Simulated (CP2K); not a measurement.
Consider methylammonium at its PBE geometry (Å).

```xyz
8

C    -0.7620    0.1040   -0.0177
N     0.7385   -0.0998    0.0190
H    -1.1848   -0.5803   -0.7592
H    -0.9636    1.1426   -0.2946
H    -1.1628   -0.1138    0.9764
H     0.9813   -1.0687    0.2728
H     1.1898    0.5240    0.7037
H     1.1636    0.0919   -0.9004
```

Method: CP2K XAS_TDP, all-electron GAPW, PBEh(45%), aug-cc-pVTZ, TDA, GW2X-corrected core level, no relativity.

Q: Where do the C K-edge lines lie, and how strong are they?

Leading lines: C1 290.04 eV. The leading line of an atom is its first one with 35 % of the strongest within 2.5 eV of its lowest line over the strength cut. Core ionisation energies at this level: C1 298.68 eV.

The first six lines of each atom with a strength over 0.0015:

```tsv
atom	energy (eV)	states	strength, one atom	above the computed threshold
C1 (bonded to N and 3 H)	290.04	1	0.0442	
	291.62	1	0.0091	
	292.45	2	0.0613	
	293.12	1	0.0158	
	293.14	1	0.0042	
	293.15	1	0.0042
```

Lines are vertical, at one geometry, with no vibrational structure. GW2X ionisation energies and lines can be off by 1 to 2 eV either way, and a good line position may hide errors that cancel. These values hold no scalar relativity, about 0.1 eV for C 1s. Rydberg lines, and the discretised continuum above threshold, depend on the basis and the box. The ion (charge +1) is isolated, with no counter-ion or solvent.

[Banner, clock and machine lines of the logs are left out without a mark of their own.]

[Logs are printed without paths, hosts, clocks, repeated set-up lines and the standing remarks that a program may print on its own settings, such as how far it seeks lower states.]

[Hosts, paths, dates, database ids (printed as entryN), source tags and the programs' standing remarks are cut or masked in the printed files.]
